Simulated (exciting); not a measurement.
## Electron–core-hole interaction in the O K spectrum of LuTlO2

How far do the exchange and direct terms reshape the O K edge of LuTlO2?

Program: exciting sodium. Level of theory: X-ray absorption, core-level Bethe-Salpeter equation, exchange and statically screened direct term, Tamm-Dancoff, all-electron LAPW+lo LDA. Results are calculated unless marked as measured.

## 1. Set-up

It takes space group R-3m (No. 166, trigonal). The conventional cell has a = 3.406 Å, b = 3.406 Å, c = 19.518 Å, α = 90.00°, β = 90.00°, γ = 120.00°. Nearest to Tl lie 6 O at 2.92 Å. Lu has 6 O at 2.25 Å nearest. Nearest to O lie 3 Lu at 2.25 Å. Farther neighbours and most contacts between anions are not listed.

Coordinates:

```cif
data_structure
_symmetry_space_group_name_H-M 'P 1'
_symmetry_Int_Tables_number 1
_cell_length_a 6.7968
_cell_length_b 6.7968
_cell_length_c 6.7968
_cell_angle_alpha 29.021
_cell_angle_beta 29.021
_cell_angle_gamma 29.021
_cell_volume 65.36
loop_
_atom_site_label
_atom_site_type_symbol
_atom_site_fract_x
_atom_site_fract_y
_atom_site_fract_z
_atom_site_occupancy
Tl1 Tl 0.00000 0.00000 0.00000 1
Lu2 Lu 0.50000 0.50000 0.50000 1
O3 O 0.22244 0.22244 0.22244 1
O4 O 0.77756 0.77756 0.77756 1
```

Differences between curves are given as r.m.s. difference over r.m.s. height.

## 2. The self-consistent potential

The species files are the program's own, with muffin-tin radii set in the input.

Contents of input.xml:

```
<input>
  <title>LuTlO2</title>
  <structure speciespath="." autormt="false" epslat="1.0e-5">
    <crystal>
      <basevect>3.2181884881 1.8580219899 12.2948707203</basevect>
      <basevect>-3.2181884881 1.8580219899 12.2948707203</basevect>
      <basevect>0.0000000000 -3.7160439798 12.2948707203</basevect>
    </crystal>
    <species speciesfile="Tl.xml" rmt="2.300">
      <atom coord="0.0000000000 0.0000000000 0.0000000000"/>
    </species>
    <species speciesfile="Lu.xml" rmt="2.240">
      <atom coord="0.5000000000 0.5000000000 0.5000000000"/>
    </species>
    <species speciesfile="O.xml" rmt="1.880">
      <atom coord="0.2224370000 0.2224370000 0.2224370000"/>
      <atom coord="0.7775630000 0.7775630000 0.7775630000"/>
    </species>
  </structure>
  <groundstate do="fromscratch" xctype="LDA_PW" ngridk="4 4 4" rgkmax="7" gmaxvr="14" nempty="8" swidth="0.001" maxscl="100" epsengy="1e-5"/>
</input>
```

The run is started by

```sh
> OMP_NUM_THREADS=1 mpirun -n 4 exciting
```

What it wrote:

```text
EXCITING SODIUM started
********************************************************************************
* Ground-state run starting from atomic densities                              *
********************************************************************************
+ Starting initialization                                                      +
 Lattice vectors (cartesian) :
      3.2181884881      1.8580219899     12.2948707203
     -3.2181884881      1.8580219899     12.2948707203
      0.0000000000     -3.7160439798     12.2948707203
 Reciprocal lattice vectors (cartesian) :
      0.9761990838      0.5636088038      0.1703470618
     -0.9761990838      0.5636088038      0.1703470618
      0.0000000000     -1.1272176076      0.1703470618
 Unit cell volume                           :     441.1004933257
 Brillouin zone volume                      :       0.5623439946
 Species :    1 (Tl)
     parameters loaded from                 :    Tl.xml
     name                                   :    thallium
     nuclear charge                         :     -81.00000000
     electronic charge                      :      81.00000000
     atomic mass                            :  372567.96410000
     muffin-tin radius                      :       2.30000000
     # of radial points in muffin-tin       :     600
     atomic positions (lattice) :
       1 :   0.00000000  0.00000000  0.00000000
 Species :    2 (Lu)
     parameters loaded from                 :    Lu.xml
     name                                   :    lutetium
     nuclear charge                         :     -71.00000000
     electronic charge                      :      71.00000000
     atomic mass                            :  318945.32950000
     muffin-tin radius                      :       2.24000000
     # of radial points in muffin-tin       :     600
     atomic positions (lattice) :
       1 :   0.50000000  0.50000000  0.50000000
 Species :    3 (O)
     parameters loaded from                 :    O.xml
     name                                   :    oxygen
     nuclear charge                         :      -8.00000000
     electronic charge                      :       8.00000000
     atomic mass                            :   29165.12203000
     muffin-tin radius                      :       1.88000000
     # of radial points in muffin-tin       :     250
     atomic positions (lattice) :
       1 :   0.22243700  0.22243700  0.22243700
       2 :   0.77756300  0.77756300  0.77756300
 Total number of atoms per unit cell        :       4
 Spin treatment                             :    spin-unpolarised
 Number of Bravais lattice symmetries       :      12
 Number of crystal symmetries               :      12
 k-point grid                               :       4    4    4
 Total number of k-points                   :      13
 k-point set is reduced with crystal symmetries
 R^MT_min * |G+k|_max (rgkmax)              :       7.00000000
 Species with R^MT_min                      :       3 (O)
 Maximum |G+k| for APW functions            :       3.72340426
 Maximum |G| for potential and density      :      14.00000000
 G-vector grid sizes                        :      60    60    60
 Total number of G-vectors                  :   20431
 Maximum angular momentum used for
     APW functions                          :       8
     computing H and O matrix elements      :       8
     potential and density                  :       8
     inner part of muffin-tin               :       2
 Total nuclear charge                       :    -168.00000000
 Total electronic charge                    :     168.00000000
 Total core charge                          :     112.00000000
 Total valence charge                       :      56.00000000
 Number of empty states                     :       8
 Total number of valence states             :      37
 Maximum Hamiltonian size                   :     444
 Maximum number of plane-waves              :     399
 Total number of local-orbitals             :      45
 Exchange-correlation type                  :       3
     Perdew-Wang, Phys. Rev. B 45, 13244 (1992)
 Smearing scheme                            :    Gaussian
 Smearing width                             :       0.00100000
 Using multisecant Broyden potential mixing
+ Ending initialization                                                        +
********************************************************************************
* Groundstate module started                                                   *
********************************************************************************
 Output level for this task is set to normal
+ Self-consistent loop started                                                 +
 Density and potential initialised from atomic data
+ SCF iteration number :    1                                                  +
 Total energy                               :    -34974.24293543
 _______________________________________________________________
 Fermi energy                               :         0.22751818
 Kinetic energy                             :     39904.91430722
 Coulomb energy                             :    -74198.34626189
 Exchange energy                            :      -663.85039828
 Correlation energy                         :       -16.96058248
 DOS at Fermi energy (states/Ha/cell)       :         0.00000000
 Electron charges :
     core                                   :       112.00000000
     core leakage                           :         0.00077692
     valence                                :        56.00000000
     interstitial                           :         4.95383443
     charge in muffin-tin spheres :
                  atom     1    Tl          :        78.12516316
                  atom     2    Lu          :        67.94105826
                  atom     3     O          :         8.48997207
                  atom     4     O          :         8.48997207
     total charge in muffin-tins            :       163.04616557
     total charge                           :       168.00000000
 Estimated fundamental gap                  :         0.09643735
        valence-band maximum at    3      0.5000  0.0000  0.0000
     conduction-band minimum at   13      0.5000  0.5000  0.5000
[... further iterations ...]
| Convergence targets achieved. Performing final SCF iteration                 +
 Total energy                               :    -34999.70389602
 _______________________________________________________________
 Fermi energy                               :         0.22334455
 Kinetic energy                             :     39884.28246535
 Coulomb energy                             :    -74203.52245515
 Exchange energy                            :      -663.52540118
 Correlation energy                         :       -16.93850504
 DOS at Fermi energy (states/Ha/cell)       :         0.00000000
 Electron charges :
     core                                   :       112.00000000
     core leakage                           :         0.00075869
     valence                                :        56.00000000
     interstitial                           :         5.75730823
     charge in muffin-tin spheres :
                  atom     1    Tl          :        78.35704650
                  atom     2    Lu          :        68.18338787
                  atom     3     O          :         7.85112870
                  atom     4     O          :         7.85112870
     total charge in muffin-tins            :       162.24269177
     total charge                           :       168.00000000
 Estimated fundamental gap                  :         0.03555215
        valence-band maximum at   13      0.5000  0.5000  0.5000
     conduction-band minimum at    7      0.5000  0.5000  0.0000
+ Self-consistent loop stopped                                                 +
 STATE.OUT is written
********************************************************************************
* Groundstate module stopped                                                   *
********************************************************************************
 Total time spent (seconds)                 :        74.24
- CAUTION! Warnings have been written in file WARNING.OUT !                    -
| EXCITING SODIUM stopped                                                      =
```

Run time: 76 s. Hardware: 4 MPI ranks of Intel Xeon at 2.70GHz, shared host.

The warnings file holds hints only, no warning.

The mesh shows a gap of 0.97 eV. Core levels (Dirac, from the valence top):

```
atom  level  energy (eV)
   O  1s1/2       -500.4
```

## 3. A richer basis for the empty states

Each species file gets more local orbitals, built from u and its energy derivative at 0.15 Ha and u at 0.9 Ha.

input.xml is that of step 2.

Contents of SPECIES.xml, added lines:

```
<lo l="L">  <!-- L = 0, 1, 2, and 3 from Cs on -->
  <wf matchingOrder="0" trialEnergy="0.1500" searchE="false"/>
  <wf matchingOrder="1" trialEnergy="0.1500" searchE="false"/>
  <wf matchingOrder="0" trialEnergy="0.9000" searchE="false"/>
</lo>
```

The run is started by

```sh
> OMP_NUM_THREADS=1 mpirun -n 4 exciting
```

What it wrote:

```text
EXCITING SODIUM started
********************************************************************************
* Ground-state run starting from atomic densities                              *
********************************************************************************
+ Starting initialization                                                      +
[... lattice and species ...]
 Spin treatment                             :    spin-unpolarised
 Number of Bravais lattice symmetries       :      12
[...]
+ Self-consistent loop stopped                                                 +
 STATE.OUT is written
********************************************************************************
* Groundstate module stopped                                                   *
********************************************************************************
 Total time spent (seconds)                 :        94.12
- CAUTION! Warnings have been written in file WARNING.OUT !                    -
| EXCITING SODIUM stopped                                                      =
[key lines of the parts left out:]
Total energy                               :    -34999.70554693
Fermi energy                               :         0.22356214
```

The job ended after 96 s (4 MPI ranks).

Against the first ground state the total energy moves by -11 meV an atom and the gap by -0.01 eV.

[end of part 1 of 3]

[Banner, clock and machine lines of the logs are left out without a mark of their own.]

[Logs are printed without paths, hosts, clocks, repeated set-up lines and the standing remarks that a program may print on its own settings, such as how far it seeks lower states.]

[Hosts, paths, dates, database ids (printed as entryN), source tags and the programs' standing remarks are cut or masked in the printed files.]
